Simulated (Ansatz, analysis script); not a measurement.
## CuF2: spin spirals and exchange

Does a spiral lie below the collinear start of CuF2, and how stiff are the moments?

Program: Ansatz 0.2.0. Level of theory: PBEsol with U = 6 eV on Cu d (ortho-atomic projectors), PAW set soft_1 (files made for PBE). Results are calculated unless marked as measured.

## (1) Set-up

Symmetry: P2_1/c, No. 14, monoclinic system. Conventional cell: a = 3.320 Å, b = 4.540 Å, c = 5.343 Å, α = 90.00°, β = 121.44°, γ = 90.00°. Nearest to Cu lie 6 F at 1.91 to 2.31 Å. Nearest to F lie 3 Cu at 1.91 to 2.31 Å. Farther neighbours and most contacts between anions are not listed.

As a file:

```cif
data_structure
_symmetry_space_group_name_H-M 'P2_1/c'
_symmetry_Int_Tables_number 14
_cell_length_a 3.3200
_cell_length_b 4.5400
_cell_length_c 5.3433
_cell_angle_alpha 90.000
_cell_angle_beta 121.437
_cell_angle_gamma 90.000
_cell_volume 68.72
loop_
_atom_site_label
_atom_site_type_symbol
_atom_site_symmetry_multiplicity
_atom_site_Wyckoff_symbol
_atom_site_fract_x
_atom_site_fract_y
_atom_site_fract_z
_atom_site_occupancy
Cu1 Cu 2 a 0.00000 0.00000 0.00000 1
F1 F 4 e 0.25600 0.30000 0.30000 1
```

The cell of this run holds 6 atoms, 2 of them with a starting moment; values «a cell» refer to the cell of the run in question.

## (2) Collinear start 1: ferro ++

The order that a run ends on hangs on its start, so several orders are typed and the lowest is carried on. The program's own search can turn an unstable start over.

Contents of input.yaml:

```yaml
crystal:
  lattice:
    - [3.32, 0.0, 0.0]
    - [0.0, 4.54, 0.0]
    - [-2.7868682953, 0.0, 4.5589330534]
  atoms:
    - { symbol: Cu, position: [0.0, 0.0, 0.0], spin: 1.0 }
    - { symbol: Cu, position: [0.0, 0.5, 0.5], spin: 1.0 }
    - { symbol: F, position: [0.256, 0.3, 0.3] }
    - { symbol: F, position: [0.744, 0.8, 0.2] }
    - { symbol: F, position: [0.744, 0.7, 0.7] }
    - { symbol: F, position: [0.256, 0.2, 0.8] }
magnetization:
  spin_polarized: true
kpoints:
  mp_grid: { grid: [10, 6, 6] }
hamiltonian:
  xc: pbesol
  hubbard:
    projectors: ortho-atomic
    sites: [{ species: Cu, l: d, u_eff: 6.0 }]
  pseudopotentials: { kind: paw, azcp: { folder: soft_1 }, xc_functional: pbe }
scf:
  occupations: { method: fermi_dirac, width: 0.05 }
  max_iter: 120
  convergence: { dr2_threshold: 1.0e-08 }
output:
  write_density: true
  write_potential: true
  elf: true
  volumetric_format: npy
```

On the command line:

```sh
ansatz run input.yaml --threads 2 --pin off --max-ram 5632MiB --backend cpu --events-out ev --progress --plain --runs-dir out
```

Numbers of over 12 decimals in the logs are rounded to 6 here.

Output:

```text
Engine: ansatz 0.2.0, aarch64-unknown-linux-gnu
Pseudopotentials: kind: paw
Pseudopotential: Cu, paw, valence charge 19, recommended cutoff 420 eV (normal), soft_1/Cu.paw.azcp
Pseudopotential: F, paw, valence charge 7, recommended cutoff 420 eV (normal), soft_1/F.paw.azcp
Functional definition: PBEsol
  exchange = pbesol_x
  correlation = pbesol_c
Crystal: 6 atoms, lattice volume = 68.716 Å³
Basis set: ecut = 420 eV, 1353 PW (Γ)
Bands: 41, of which v1, the nominal top of the filled ones, is band 33 counted from 1 (32 counted from 0)
Symmetry: 4 space group operations
Space group: P21/c (ITA 14), of the structure as read, at distance tolerance 4.1e-5 Å
Magnetic group: BNS 14.75 (UNI 82), of the structure as read, at distance tolerance 4.1e-5 Å
k-points: 128 of 360
Non-local potential: Cu, projectors of the file, l = 0: 3, l = 1: 2, l = 2: 3, l = 3: 1
Non-local potential: F, projectors of the file, l = 0: 2, l = 1: 2, l = 2: 1
PAW form: soft (Blöchl's): semilocal exchange-correlation on the pseudo side does not see the compensation charge
PAW frozen core: Cu, regenerated for the run's functional, and the local potential with it (the file was generated under x = pbe(κ = 0.804, μ = 0.219515), c = pbe(β = 0.066725))
PAW frozen core: F, regenerated for the run's functional, and the local potential with it (the file was generated under x = pbe(κ = 0.804, μ = 0.219515), c = pbe(β = 0.066725))
PAW one-centre angular grid: Cu, 590 points (default); XC on 64 Gauss nodes
PAW one-centre angular grid: F, 110 points (default); XC on 64 Gauss nodes
Initial density: superposition of atomic densities (chi_scale 0.1, normalization cell, long waves kept (reshape's long-wave potential 0.01 eV rms))
Starting moments: Σ|m| = 2 μB on 2 of 6 sites
Initial wavefunctions: pseudopotential atomic-orbital guess
Functional: x = pbesol(κ = 0.804, μ = 0.123457), c = pbesol(β = 0.046)
SCF iter   1: F=—  HF=-16383.420908 eV  |F-HF|=—  |Δ(HF+E_count)|=         —  Δρ=2.25e-1 (↑9.02e-2 ↓2.25e-1)  dr2=4.42e1  dr2_m=4.62e0  M=0.344 μB ∫|m|=0.362 μB  β_m=0.30  ethr=3.10e-3  ⟨swp⟩=5.4  Hψ=37857  notcnv=0  defer=11
preconditioner: auto → Kerker (q_TF=auto, 2.710 Å⁻¹)  [metal: Δε(μ)=0.006 eV  Ē_g=17.298 eV  σ=0.050 eV  W_gap=0.03  n_scr=22 (ndim 8)  ℏωp=31.7 eV  f_vac=0.126  D(μ)=7.82/eV (n_scr^D=108)]
spin=Collinear: Kerker preconditioning applied to the charge; magnetization (m = ρ↑ − ρ↓) channel mixes plain (no charge-response kernel on spin).
SCF iter   2: F=—  HF=-16374.186739 eV  |F-HF|=—  |Δ(HF+E_count)|=    9.23e0  Δρ=9.09e-2 (↑3.69e-2 ↓9.09e-2)  dr2=5.64e0  dr2_m=1.54e0  M=0.588 μB ∫|m|=0.606 μB  β_m=0.30  ethr=3.10e-3  ⟨swp⟩=3.0  Hψ=23473  notcnv=0  defer=688
SCF iter   3: F=—  HF=-16373.053239 eV  |F-HF|=—  |Δ(HF+E_count)|=    1.13e0  Δρ=3.48e-2 (↑3.48e-2 ↓3.25e-2)  dr2=5.91e-1  dr2_m=3.80e-1  M=0.856 μB ∫|m|=0.872 μB  β_m=0.30  ethr=3.10e-3  ⟨swp⟩=2.0  Hψ=16826  notcnv=0  defer=688
SCF iter   4: F=—  HF=-16373.611872 eV  |F-HF|=—  |Δ(HF+E_count)|=   5.59e-1  Δρ=1.60e-2 (↑1.60e-2 ↓1.48e-2)  dr2=1.11e-1  dr2_m=8.77e-2  M=1.164 μB ∫|m|=1.179 μB  β_m=1.00  ethr=8.95e-4  ⟨swp⟩=2.1  Hψ=22370  notcnv=0  defer=696
SCF iter   5: F=—  HF=-16374.157153 eV  |F-HF|=—  |Δ(HF+E_count)|=   5.45e-1  Δρ=3.83e-2 (↑1.15e-2 ↓3.83e-2)  dr2=5.46e-1  dr2_m=2.73e-1  M=1.631 μB ∫|m|=1.667 μB  β_m=1.00  ethr=1.68e-4  ⟨swp⟩=3.1  Hψ=18828  notcnv=0  defer=696
SCF iter   6: F=—  HF=-16374.355909 eV  |F-HF|=—  |Δ(HF+E_count)|=   1.99e-1  Δρ=2.77e-2 (↑8.79e-3 ↓2.77e-2)  dr2=3.56e-1  dr2_m=1.04e-1  M=1.938 μB ∫|m|=1.990 μB  β_m=1.00  ethr=1.68e-4  ⟨swp⟩=2.2  Hψ=18526  notcnv=0  defer=696
SCF iter   7: F=—  HF=-16374.590646 eV  |F-HF|=—  |Δ(HF+E_count)|=   2.35e-1  Δρ=7.10e-3 (↑4.26e-3 ↓7.10e-3)  dr2=2.64e-2  dr2_m=3.19e-3  M=1.995 μB ∫|m|=2.057 μB  β_m=1.00  ethr=1.68e-4  ⟨swp⟩=2.1  Hψ=18127  notcnv=0  defer=696
SCF iter   8: F=—  HF=-16374.835971 eV  |F-HF|=—  |Δ(HF+E_count)|=   2.45e-1  Δρ=1.09e-2 (↑2.21e-3 ↓1.09e-2)  dr2=7.95e-2  dr2_m=1.25e-2  M=2.000 μB ∫|m|=2.077 μB  β_m=1.00  ethr=4.00e-5  ⟨swp⟩=2.7  Hψ=22295  notcnv=0  defer=696
SCF iter   9: F=—  HF=-16374.979119 eV  |F-HF|=—  |Δ(HF+E_count)|=   1.43e-1  Δρ=4.58e-3 (↑1.81e-3 ↓4.58e-3)  dr2=1.94e-2  dr2_m=1.36e-3  M=2.000 μB ∫|m|=2.081 μB  β_m=1.00  ethr=4.00e-5  ⟨swp⟩=2.0  Hψ=16483  notcnv=0  defer=696
SCF iter  10: F=—  HF=-16375.084801 eV  |F-HF|=—  |Δ(HF+E_count)|=   1.06e-1  Δρ=1.85e-3 (↑1.85e-3 ↓1.50e-3)  dr2=5.57e-3  dr2_m=2.86e-5  M=2.000 μB ∫|m|=2.083 μB  β_m=0.30  ethr=2.95e-5  ⟨swp⟩=2.0  Hψ=17217  notcnv=0  defer=698
[...]
spin-set hold released at iteration 10 (site moments contracting): the magnetisation degrees of freedom join the quasi-Newton model from the next iteration; the mixer history was flushed
[...]
SCF iter  19: F=—  HF=-16375.265645 eV  |F-HF|=—  |Δ(HF+E_count)|=   1.93e-6  Δρ=2.50e-5 (↑7.21e-6 ↓2.50e-5)  dr2=4.99e-7  dr2_m=6.92e-8  M=2.000 μB ∫|m|=2.089 μB  β_m=0.99  ethr=1.24e-9  ⟨swp⟩=2.0  Hψ=16669  notcnv=0  defer=704
SCF iter  20: F=—  HF=-16375.265645 eV  |F-HF|=—  |Δ(HF+E_count)|=   4.60e-7  Δρ=7.76e-6 (↑3.51e-6 ↓7.76e-6)  dr2=5.83e-8  dr2_m=6.11e-9  M=2.000 μB ∫|m|=2.089 μB  β_m=0.99  ethr=7.57e-10  ⟨swp⟩=2.0  Hψ=16561  notcnv=0  defer=704
SCF iter  21: F=—  HF=-16375.265645 eV  |F-HF|=—  |Δ(HF+E_count)|=   1.41e-7  Δρ=3.82e-6 (↑1.37e-6 ↓3.82e-6)  dr2=9.90e-9  dr2_m=1.71e-9  M=2.000 μB ∫|m|=2.089 μB  β_m=1.00  ethr=1.52e-11  ⟨swp⟩=7.2  Hψ=39405  notcnv=0
SCF iter  22: F=—  HF=-16375.265645 eV  |F-HF|=—  |Δ(HF+E_count)|=   3.18e-8  Δρ=2.27e-6 (↑1.22e-6 ↓2.27e-6)  dr2=4.57e-9  dr2_m=3.40e-10  M=2.000 μB ∫|m|=2.089 μB  β_m=0.97  ethr=1.50e-11  ⟨swp⟩=2.1  Hψ=20008  notcnv=0
SCF iter  23: F=-16375.265645 eV  HF=-16375.265645 eV  |F-HF|=9.39e-10  |Δ(HF+E_count)|=  1.80e-10  Δρ=1.03e-6 (↑6.56e-7 ↓1.03e-6)  dr2=1.05e-9  dr2_m=8.73e-11  M=2.000 μB ∫|m|=2.089 μB  ethr=6.93e-12  ⟨swp⟩=2.0  Hψ=19991  notcnv=0
SCF 1 converged in 23 iterations: F = -16375.265645 eV  dr2 = 1.05e-9
  greatest PAW one-centre occupation: 1.000 electrons in one spin orbital (limit 2), on the Cu atom at site 1 (counted from 0), in its partial waves of l = 0
Symmetry: 2 space group operations
k-points: 184 of 360
Initial density: read from a saved state, or passed on in memory by an earlier SCF of this step, an earlier step, the calling program or the single point that the run made first
Starting moments: Σ|m| = 2 μB on 2 of 6 sites; this step starts from the density that it was given
Initial wavefunctions: those read from a saved state, or passed on in memory by an earlier step or the calling program
iter 1 solved again at ethr=1.62e-12 eV; its pass at ethr=1.52e-6 eV (dr2=1.07e-9 eV) is discarded
SCF iter   1: F=—  HF=-16375.265645 eV  |F-HF|=—  |Δ(HF+E_count)|=         —  Δρ=1.04e-6 (↑6.70e-7 ↓1.04e-6)  dr2=1.08e-9  dr2_m=8.82e-11  M=2.000 μB ∫|m|=2.089 μB  ethr=1.62e-12  ⟨swp⟩=1.0  Hψ=65394  notcnv=0
preconditioner: auto → Resta (q_TF=auto, 2.710 Å⁻¹)  ε∞=4.6  [insulator: Δε(μ)=1.946 eV  Ē_g=16.649 eV  σ=0.050 eV  W_gap=1.00  n_scr=22 (ndim 8)  ℏωp=31.7 eV  f_vac=0.171  D(μ)=0.00/eV (n_scr^D=0)  ε∞_Penn≈4.6]
spin=Collinear: Resta preconditioning applied to the charge; magnetization (m = ρ↑ − ρ↓) channel mixes plain (no charge-response kernel on spin).
SCF iter   2: F=—  HF=-16375.254820 eV  |F-HF|=—  |Δ(HF+E_count)|=   1.08e-2  Δρ=4.68e-3 (↑2.53e-3 ↓4.68e-3)  dr2=2.12e-2  dr2_m=1.37e-3  M=2.000 μB ∫|m|=2.084 μB  ethr=1.52e-6  ⟨swp⟩=1.0  Hψ=58895  notcnv=0
SCF iter   3: F=—  HF=-16375.265668 eV  |F-HF|=—  |Δ(HF+E_count)|=   1.08e-2  Δρ=9.94e-4 (↑5.10e-4 ↓9.94e-4)  dr2=8.24e-4  dr2_m=5.87e-5  M=2.000 μB ∫|m|=2.089 μB  ethr=1.52e-6  ⟨swp⟩=1.0  Hψ=44940  notcnv=0
SCF iter   4: F=—  HF=-16375.265641 eV  |F-HF|=—  |Δ(HF+E_count)|=   2.69e-5  Δρ=1.27e-4 (↑4.76e-5 ↓1.27e-4)  dr2=1.44e-5  dr2_m=1.28e-6  M=2.000 μB ∫|m|=2.089 μB  ethr=1.52e-6  ⟨swp⟩=1.0  Hψ=31912  notcnv=0
an SCF along what the orbitals of the run's state read of its open shells (or to have them read: on a GPU, or by another smearing), with 2 of the crystal's symmetry operations given up (184 k-points in place of 128), reached no lower state that the run goes on to. This is no proof of a minimum
SCF converged after 23 iterations
Magnetization: 2.0000 μB (34.0000 up, 32.0000 down)
Absolute magnetization: 2.0539 μB (∫|ρ↑−ρ↓|, with the PAW one-centre terms)
Spin contamination: 0.0010 ħ² per cell (⟨S²⟩ above its minimum at these occupations)
Per-site moments (μB) at R_I (Å): [(0.784954, 0.786599), (0.784954, 0.786599), (0.094563, 0.786599), (0.094563, 0.786599), (0.094563, 0.786599), (0.094563, 0.786599)]
Free energy (F): -16375.265645 eV
Harris-Foulkes:  -16375.265645 eV  (|F-HF|=9.39e-10)
Internal energy: -16375.265645 eV  (E = F + TS)
E sigma→0 (E₀):  -16375.265645 eV
Fermi energy:    5.625051 eV
--- Per-component energies (eV) ---
  E_band       = -1266.043232
  E_kinetic    = 1292.934698
  E_local      = -13528.637088  (includes V_loc(G=0)·N_el)
  E_nonlocal   = 2126.529346
  E_hartree    = 5596.605482
  E_xc         = -434.821694
  E_vxc        = -561.781226  (∫ρ·V_xc dr)
  E_hubbard    = 1.371567  (on-site DFT+U / exact-exchange correction)
  E_vhub       = -52.469304  (the Hubbard potential's part of the band-sum identity)
  E_paw        = -4332.991465  (= ΣΔE_a)
  E_vpaw       = -1735.833706  (= ΣTr[D̂ρ^β])
  E_aug_tail   = 0.004884  (compensation charges beyond the density's cutoff)
  E_ewald      = -7096.843550
  E_core_change = 0.582176  (= ΣΔE_core)
  E_smearing   = -0.000000  (= −TS)
  E_closure    = 0.000000  (closes the sum)
  Σ components = -16375.265645   (vs F -16375.265645, Δ=0.00e0)
--- Band table (eV; the first three rows and the last of 256) ---
  k-point 0 ↑: bands = [... 29 lower, 3.1346, 3.5779, 3.9479, 4.0289, 4.5503, 9.0551, 14.5106, 14.6359, ... 4 higher]
  k-point 1 ↑: bands = [... 29 lower, 3.2088, 3.5079, 3.8997, 4.0027, 4.4567, 9.4478, 14.0322, 14.6701, ... 4 higher]
  k-point 2 ↑: bands = [... 29 lower, 3.3115, 3.4194, 3.8051, 3.9425, 4.1991, 10.4300, 12.9353, 15.0823, ... 4 higher]
  k-point 127 ↓: bands = [... 29 lower, 3.1931, 3.5671, 3.5671, 7.3640, 7.3640, 14.6482, 14.6482, 15.2568, ... 4 higher]
Occupation matrices written to <dir>
```

Run time: 2.5 min. Hardware: 2 threads of Arm Neoverse V1, shared host; peak memory 2.7 GiB.

It ends ferromagnetic, with 0.785 μB on the largest site.

## (3) Collinear start 2: antiferro +-

A self-consistent run from these starting moments shows which magnetic state they lead to.

input.yaml, as its differences from that of step 2:

```diff
@@ -7,3 +7,3 @@
     - { symbol: Cu, position: [0.0, 0.0, 0.0], spin: 1.0 }
-    - { symbol: Cu, position: [0.0, 0.5, 0.5], spin: 1.0 }
+    - { symbol: Cu, position: [0.0, 0.5, 0.5], spin: -1.0 }
     - { symbol: F, position: [0.256, 0.3, 0.3] }
@@ -26,6 +26 @@
   convergence: { dr2_threshold: 1.0e-08 }
-output:
-  write_density: true
-  write_potential: true
-  elf: true
-  volumetric_format: npy
```

Output:

```text
[...]
Crystal: 6 atoms, lattice volume = 68.716 Å³
Basis set: ecut = 420 eV, 1353 PW (Γ)
Bands: 41, of which v1, the nominal top of the filled ones, is band 33 counted from 1 (32 counted from 0)
Symmetry: 2 space group operations
[...]
k-points: 184 of 360
[...]
Starting moments: Σ|m| = 2 μB on 2 of 6 sites
[...]
Per-site moments (μB) at R_I (Å): [(0.762748, 0.786599), (-0.762748, 0.786599), (0.000775835, 0.786599), (-0.000775848, 0.786599), (0.000775835, 0.786599), (-0.000775848, 0.786599)]
Free energy (F): -16375.315791 eV
[...]
Internal energy: -16375.315791 eV  (E = F + TS)
E sigma→0 (E₀):  -16375.315791 eV
Fermi energy:    5.690205 eV
[...]
Occupation matrices written to <dir>
[key lines of the parts left out:]
SCF converged after 20 iterations
Magnetization: 0.0000 μB (33.0000 up, 33.0000 down)
```

It took 55 s on 2 threads; peak memory 0.95 GiB.

It ends antiferromagnetic, with 0.763 μB on the largest site.

## (4) The collinear states

```
 typed order  atoms        final state  energy (meV/atom)  largest moment (μB)
    ferro ++      6      ferromagnetic               8.36                 0.78
antiferro +-      6  antiferromagnetic               0.00                 0.76
```

The session goes on from the lowest state with moments found, typed antiferro +-.

Spin moment in the atom's sphere by atom:

```
atom  spin moment in the atom's sphere (μB)
 Cu1                                  0.763
 Cu2                                 -0.763
  F3                                  0.001
  F4                                 -0.001
  F5                                  0.001
  F6                                 -0.001
```

Tables count atoms from 1; parts of the log count from 0.

Each spiral starts from these moments, tilted 90° from the rotation axis z (a flat spiral), with their directions locked in the turning frame; energies are taken at the locked directions, corrected for the field of the lock. Spin–orbit coupling is switched off, so the energy does not depend on how the axis lies in the crystal. The folder named start holds the saved collinear state, from which each run begins.

The runs on spinors take the mesh 8×8×8.

## (5) q = (0, 0, 0)

The reference is the same input at q = 0, so that basis and exchange-correlation form match those at other q. Every q is chosen so that q/2 is a mesh vector: every spiral then samples the k-points of q = 0, and much mesh noise cancels.

input.yaml, the sections that differ from step 3:

```yaml
crystal:
  lattice:
    - [3.32, 0.0, 0.0]
    - [0.0, 4.54, 0.0]
    - [-2.7868682953, 0.0, 4.5589330534]
  atoms:
    - { symbol: Cu, position: [0.0, 0.0, 0.0], spin: 0.76, spin_axis: [1.0, 0.0, 0.0] }
    - { symbol: Cu, position: [0.0, 0.5, 0.5], spin: 0.76, spin_axis: [-1.0, 0.0, 0.0] }
    - { symbol: F, position: [0.256, 0.3, 0.3] }
    - { symbol: F, position: [0.744, 0.8, 0.2] }
    - { symbol: F, position: [0.744, 0.7, 0.7] }
    - { symbol: F, position: [0.256, 0.2, 0.8] }
kpoints:
  mp_grid: { grid: [8, 8, 8] }
basis:
  ecutwfc: 420.0
magnetization:
  noncollinear: true
  spin_spiral: { q: [0.0, 0.0, 0.0] }
  spin_locking: { lock_directions: true }
checkpoint:
  read: start
# hamiltonian, scf: as in step 3
```

Output:

```text
Warning: magnetization.spin_spiral: disabling space-group detection — beside a Hubbard shell, its report or a lock it is not worked out which of the operations that keep the spiral keep those too, and one that does not would average them into another order's, and files of the run's orbitals state none, so no spatial operation reduces the k-mesh or symmetrises the density; of a planar spiral with no Hubbard correction or report and no files of its own orbitals, on a mesh that holds points beside their negatives, k and −k, whose spinors are each other's conjugates with the components exchanged, are solved as one point, and the moment along z is held at nought; [rest of the remark cut]
Warning: checkpoint.read: spin treatment differs: saved collinear, current noncollinear; the saved charge density seeds this run and the saved magnetisation is carried along the axis that this deck's starting moments share; the saved density holds an absolute magnetisation of 1.9e0 μB; saved orbitals are not carried; the saved PAW projector densities are carried along that axis; the saved DFT+U occupations are carried along that axis
Warning: checkpoint.read: magnetization.spin_spiral differs: saved none, current q = [0, 0, 0]; the saved state is no spin spiral's: the SCF starts from none of its orbitals and from its density, each atom's moment turned about z as a whole to its place on this deck's spiral. A spiral's own state at q: [0, 0, 0] serves better
[...]
Crystal: 6 atoms, lattice volume = 68.716 Å³
Basis set: ecut = 420 eV, 1353 PW (Γ)
Bands: 80, of which v1, the nominal top of the filled ones, is band 66 counted from 1 (65 counted from 0)
Symmetry: 1 space group operations
k-points: 512
Spin spiral: q = (0, 0, 0) of the reciprocal vectors; moments are told in the frame that turns with it, a site's in that at the site
[...]
SCF iter   1: F=-16375.315783 eV  HF=-16375.315783 eV  |F-HF|=7.26e-9  |Δ(HF+E_count)|=         —  Δρ=4.35e-6  dr2=4.82e-9  dr2_m=4.01e-10  ethr=2.01e-7  |M|=1.42e-8 ∫|m|=1.86e0 μB  |m|>n=0.0e0 m-floor=0.0e0 τ_xc=1.1e-9 mc-row=0.0e0  β_m=0.30  ⟨swp⟩=3.0  Hψ=241693  notcnv=0
eigensolver tolerance schedule: the retry pair's looser diagonalisation over-reported the residual by 27452.94 of it (diagonalisation noise at an unbounded share of the residual, at the tolerance the schedule requests for it); recorded, not acted on — ethr = c·dr2/N_el stays at c = 1.0e-1
[...]
spin=Noncollinear: Resta preconditioning applied to the charge; magnetization (m_x, m_y, m_z) channels mix plain (no charge-response kernel on spin).
SCF iter   2: F=-16375.315783 eV  HF=-16375.315783 eV  |F-HF|=5.48e-9  |Δ(HF+E_count)|=   2.27e-8  Δρ=3.07e-6  dr2=2.42e-9  dr2_m=3.72e-10  ethr=7.31e-12  |M|=8.62e-10 ∫|m|=1.86e0 μB  |m|>n=0.0e0 m-floor=0.0e0 τ_xc=3.4e-11 mc-row=0.0e0  ⟨swp⟩=3.2  Hψ=108252  notcnv=0
SCF 1 converged in 2 iterations: F = -16375.315783 eV  dr2 = 2.42e-9
[...]
SCF converged after 2 iterations
Stability not checked: this state was not tested for a lower state beside it, because a magnetisation constraint still acts at the end of the SCF (magnetization_constraint; see scf.lower_state_search)
Magnetization: |M| = 0.0000 μB,  M = (-0.0000, +0.0000, +0.0000) μB
Absolute magnetization: 1.8373 μB (∫|m|, with the PAW one-centre terms)
  site 0: m = (+0.7627, +0.0000, -0.0000) μB, |m| = 0.7627 μB  (R = 0.79 Å)
  site 1: m = (-0.7627, +0.0000, +0.0000) μB, |m| = 0.7627 μB  (R = 0.79 Å)
  site 2: m = (+0.0008, -0.0000, +0.0000) μB, |m| = 0.0008 μB  (R = 0.79 Å)
  site 3: m = (-0.0008, +0.0000, +0.0000) μB, |m| = 0.0008 μB  (R = 0.79 Å)
  site 4: m = (+0.0008, +0.0000, +0.0000) μB, |m| = 0.0008 μB  (R = 0.79 Å)
  site 5: m = (-0.0008, +0.0000, +0.0000) μB, |m| = 0.0008 μB  (R = 0.79 Å)
--- Magnetisation constraints (ε_frz = 1.0e-4 eV) ---
  site  kind           target                            achieved (μB)             |Δ|max (μB)  g (eV/μB)                     λ_eff  esc  ok   flags
  0     per_site_axis  ê (+1.000, +0.000, +0.000) ≥0.00  (+0.763, +0.000, -0.000)  5.45e-11     (+0.0e0, +1.1e-10, -4.9e-11)  1.000  0    yes
  1     per_site_axis  ê (-1.000, +0.000, +0.000) ≥0.00  (-0.763, +0.000, +0.000)  7.00e-10     (+0.0e0, +1.4e-9, +3.1e-11)   1.000  0    yes
Free energy (F): -16375.315783 eV
[...]
Internal energy: -16375.315783 eV  (E = F + TS)
E sigma→0 (E₀):  -16375.315783 eV
Fermi energy:    5.690254 eV
[...]
```

It took 3.9 min on 2 threads; peak memory 4.9 GiB.

The largest moment is 0.763 μB, against 0.763 μB in the collinear run.

[end of part 1 of 2]

[Logs and program files are shortened in this print: banners, set-up blocks, solver, clock and traceback lines can be left out without a mark of their own.]

[Logs are printed without paths, hosts, clocks, repeated set-up lines and the standing remarks that a program may print on its own settings, such as how far it seeks lower states.]

[Hosts, paths, dates, database ids (printed as entryN), source tags and the programs' standing remarks are cut or masked in the printed files.]
